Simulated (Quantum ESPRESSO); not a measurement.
**KF (Carobbiite): phonon frequency against volume, with a fit**

Aim: the Grüneisen parameter and the pressure coefficient of an optical mode of KF (Carobbiite).

Program: Quantum ESPRESSO 7.5. Level of theory: DFT LDA, scalar-relativistic, plane waves, GBRV ultrasoft pseudopotentials. Results are calculated unless marked as measured.

## 1. The relaxed structure

Symmetry: Fm-3m, No. 225, cubic system. Conventional cell: a = 5.158 Å, b = 5.158 Å, c = 5.158 Å, α = 90.00°, β = 90.00°, γ = 90.00°. Nearest to K lie 6 F at 2.58 Å. Nearest to F lie 6 K at 2.58 Å. Farther neighbours and most contacts between anions are not listed.

Structure file:

```cif
data_structure
_symmetry_space_group_name_H-M 'Fm-3m'
_symmetry_Int_Tables_number 225
_cell_length_a 5.1578
_cell_length_b 5.1578
_cell_length_c 5.1578
_cell_angle_alpha 90.000
_cell_angle_beta 90.000
_cell_angle_gamma 90.000
_cell_volume 137.21
loop_
_atom_site_label
_atom_site_type_symbol
_atom_site_symmetry_multiplicity
_atom_site_Wyckoff_symbol
_atom_site_fract_x
_atom_site_fract_y
_atom_site_fract_z
_atom_site_occupancy
K1 K 4 a 0.00000 0.00000 0.00000 1
F1 F 4 b 0.00000 0.50000 0.00000 1
```

This is the cell after its relaxation at this level of theory, not the database cell from which that began.

## 2. Runs at several volumes

The relaxed cell is scaled uniformly; in this structure symmetry fixes all atoms, so nothing has to be relaxed anew. Each volume gets a ground state and a response at Γ. The mode followed is the highest one without the macroscopic field, of symmetry T1u; longitudinal polar modes lie higher. Cutoff 55 Ry, k mesh 8×8×8.

From the response at V/V₀ = 0.94:

What it wrote:

```text
[banners, grids, parts of the stress and lines that vanish by symmetry left out]
Program PHONON v.7.5
     Reading xml data from directory:

[...]
Exchange-correlation= PZ
                           (   1   1   0   0   0   0   0)
[...]
kinetic-energy cut-off    =      55.0000  Ry
     charge density cut-off    =     440.0000  Ry
     convergence threshold     =      1.0E-18
[...]
Exchange-correlation= PZ
                           (   1   1   0   0   0   0   0)
[...]
q = (   0.0000000   0.0000000   0.0000000 )
     49 Sym.Ops. (with q -> -q+G )
     G cutoff = 1016.0184  (  34015 G-vectors)     FFT grid: ( 45, 45, 45)
     G cutoff =  508.0092  (  12039 G-vectors)  smooth grid: ( 32, 32, 32)
     number of k points=    29
[...]
Mode symmetry, O_h (m-3m)  point group:
[...]
Dielectric constant
[...]
End of electric fields calculation
          Dielectric constant in cartesian axis
          (       2.142914099       0.000000000       0.000000000 )
          (      -0.000000000       2.142914099       0.000000000 )
          (       0.000000000       0.000000000       2.142914099 )
          Effective charges (d Force / dE) in cartesian axis without acoustic sum rule applied (asr)
           atom    1  K     Mean Z*:        1.16095
      Ex  (        1.16095       -0.00000       -0.00000 )
      Ey  (       -0.00000        1.16095        0.00000 )
      Ez  (       -0.00000        0.00000        1.16095 )
           atom    2  F     Mean Z*:       -1.15854
      Ex  (       -1.15854       -0.00000        0.00000 )
      Ey  (        0.00000       -1.15854       -0.00000 )
      Ez  (        0.00000       -0.00000       -1.15854 )
          Effective charges Sum: Mean:        0.00241
[...]
Effective charges (d Force / dE) in cartesian axis with asr applied:
           atom    1  K     Mean Z*:        1.15974
[...]
atom    2  F     Mean Z*:       -1.15974
[...]
Representation #   1 modes #   1   2   3
[...]
End of self-consistent calculation
     Convergence has been achieved
     Representation #   2 modes #   4   5   6
[...]
End of self-consistent calculation
     Convergence has been achieved
[...]
Dielectric constant in cartesian axis
          (       2.142914099       0.000000000       0.000000000 )
          (      -0.000000000       2.142914099       0.000000000 )
          (       0.000000000       0.000000000       2.142914099 )
          Effective charges (d Force / dE) in cartesian axis without acoustic sum rule applied (asr)
           atom    1  K     Mean Z*:        1.16095
      Ex  (        1.16095       -0.00000       -0.00000 )
      Ey  (       -0.00000        1.16095        0.00000 )
      Ez  (       -0.00000        0.00000        1.16095 )
           atom    2  F     Mean Z*:       -1.15854
      Ex  (       -1.15854       -0.00000        0.00000 )
      Ey  (        0.00000       -1.15854       -0.00000 )
      Ez  (        0.00000       -0.00000       -1.15854 )
          Effective charges Sum: Mean:        0.00241
[...]
Effective charges (d Force / dE) in cartesian axis with asr applied:
           atom    1  K     Mean Z*:        1.15974
[...]
atom    2  F     Mean Z*:       -1.15974
[...]
q = (    0.000000000   0.000000000   0.000000000 )
[...]
freq (    1) =      -0.369236 [THz] =     -12.316380 [cm-1]
     freq (    2) =      -0.369236 [THz] =     -12.316380 [cm-1]
     freq (    3) =      -0.369236 [THz] =     -12.316380 [cm-1]
     freq (    4) =       7.327730 [THz] =     244.426761 [cm-1]
     freq (    5) =       7.327730 [THz] =     244.426761 [cm-1]
     freq (    6) =       7.327730 [THz] =     244.426761 [cm-1]
[...]
Mode symmetry, O_h (m-3m)  point group:
     freq (   1-   3) =        -12.3  [cm-1]   --> T_1u G_15  G_4- I
     freq (   4-   6) =        244.4  [cm-1]   --> T_1u G_15  G_4- I

   JOB DONE.
```

One volume, V/V₀ = 0.97, is held back as a test.

```tsv
V/V₀	volume (Å³/atom)	pressure (GPa)	ω (cm⁻¹)
0.94	16.122	3.26	244.43
0.97	16.637	1.52	held back
1	17.151	0.06	212.21
1.03	17.666	-1.16	196.73
1.06	18.180	-2.17	182.27
```

## 3. The fit

The mode Grüneisen parameter is γ = −d ln ω / d ln V.

```tsv
ln(V/V₀)	ln ω
-0.0619	5.4989
0.0000	5.3576
0.0296	5.2818
0.0583	5.2055
```

A straight line through these points has the slope -2.432, so γ = 2.43; at V/V₀ = 0.97 it predicts ω = exp(5.3517 + 0.0741) = 227.20 cm⁻¹.

A parabola of pressure against ln V through V/V₀ = 0.97, 1 and 1.03 gives the bulk modulus B = −dP/d ln V = 44 GPa at V₀. With ω₀ from the fitted line the pressure coefficient follows as dω/dP = γ ω₀ / B = 2.43 × 211.0 / 44 = 11.5 cm⁻¹/GPa.

## 4. The run that was held back

What it wrote:

```text
[banners, grids, parts of the stress and lines that vanish by symmetry left out]
[banner, memory and clock lines left out]
Program PHONON v.7.5

[...]
Exchange-correlation= PZ
                           (   1   1   0   0   0   0   0)
[...]
kinetic-energy cut-off    =      55.0000  Ry
     charge density cut-off    =     440.0000  Ry
     convergence threshold     =      1.0E-18
[...]
Exchange-correlation= PZ
                           (   1   1   0   0   0   0   0)
[...]
q = (   0.0000000   0.0000000   0.0000000 )
     49 Sym.Ops. (with q -> -q+G )
     G cutoff = 1037.5225  (  35053 G-vectors)     FFT grid: ( 45, 45, 45)
     G cutoff =  518.7612  (  12339 G-vectors)  smooth grid: ( 36, 36, 36)
     number of k points=    29
[...]
Mode symmetry, O_h (m-3m)  point group:
[...]
Dielectric constant
[...]
End of electric fields calculation
          Dielectric constant in cartesian axis
          (       2.118857367      -0.000000000       0.000000000 )
          (       0.000000000       2.118857367      -0.000000000 )
          (       0.000000000      -0.000000000       2.118857367 )
          Effective charges (d Force / dE) in cartesian axis without acoustic sum rule applied (asr)
           atom    1  K     Mean Z*:        1.15505
      Ex  (        1.15505        0.00000       -0.00000 )
      Ey  (        0.00000        1.15505       -0.00000 )
      Ez  (        0.00000       -0.00000        1.15505 )
           atom    2  F     Mean Z*:       -1.15262
      Ex  (       -1.15262        0.00000        0.00000 )
[...]
Representation #   1 modes #   1   2   3
[...]
End of self-consistent calculation
     Convergence has been achieved
     Representation #   2 modes #   4   5   6
[...]
End of self-consistent calculation
     Convergence has been achieved
[...]
Dielectric constant in cartesian axis
          (       2.118857367      -0.000000000       0.000000000 )
          (       0.000000000       2.118857367      -0.000000000 )
          (       0.000000000      -0.000000000       2.118857367 )
          Effective charges (d Force / dE) in cartesian axis without acoustic sum rule applied (asr)
           atom    1  K     Mean Z*:        1.15505
      Ex  (        1.15505        0.00000       -0.00000 )
      Ey  (        0.00000        1.15505       -0.00000 )
      Ez  (        0.00000       -0.00000        1.15505 )
           atom    2  F     Mean Z*:       -1.15262
      Ex  (       -1.15262        0.00000        0.00000 )
      Ey  (        0.00000       -1.15262       -0.00000 )
      Ez  (        0.00000       -0.00000       -1.15262 )
          Effective charges Sum: Mean:        0.00243
[...]
Effective charges (d Force / dE) in cartesian axis with asr applied:
           atom    1  K     Mean Z*:        1.15384
[...]
atom    2  F     Mean Z*:       -1.15384
[...]
q = (    0.000000000   0.000000000   0.000000000 )
[...]
freq (    1) =      -0.306078 [THz] =     -10.209647 [cm-1]
     freq (    2) =      -0.306078 [THz] =     -10.209647 [cm-1]
     freq (    3) =      -0.306078 [THz] =     -10.209647 [cm-1]
     freq (    4) =       6.833425 [THz] =     227.938539 [cm-1]
     freq (    5) =       6.833425 [THz] =     227.938539 [cm-1]
     freq (    6) =       6.833425 [THz] =     227.938539 [cm-1]
[...]
Mode symmetry, O_h (m-3m)  point group:
     freq (   1-   3) =        -10.2  [cm-1]   --> T_1u G_15  G_4- I
     freq (   4-   6) =        227.9  [cm-1]   --> T_1u G_15  G_4- I
```

It gives 227.94 cm⁻¹ against the predicted 227.20 cm⁻¹, a miss of 0.7 cm⁻¹.

## 5. Outcome

| Quantity | Value |
| --- | --- |
| mode Grüneisen parameter | 2.432 |
| bulk modulus | 44.5 GPa |
| pressure coefficient | 11.5 cm⁻¹/GPa |

The highest optical mode of KF (Carobbiite) without the LO-TO term stiffens by 11.5 cm⁻¹ a GPa near the relaxed volume, with γ = 2.43. The power law meets all 5 runs within 0.59 %; between neighbouring volumes γ runs from 2.22 to 2.66. Such a coefficient turns a measured shift of this mode into a hydrostatic stress; uniaxial or biaxial stress splits the mode and needs deformation potentials. These are harmonic values at zero temperature for the structure held cubic, which a run at Γ can't show to be stable; the bulk modulus rests on three points.

[Host names and launcher messages were left out of these logs when they were recorded.]

[Logs are printed without paths, hosts, clocks, repeated set-up lines and the standing remarks that a program may print on its own settings, such as how far it seeks lower states.]

[Hosts, paths, dates, database ids (printed as entryN), source tags and the programs' standing remarks are cut or masked in the printed files.]
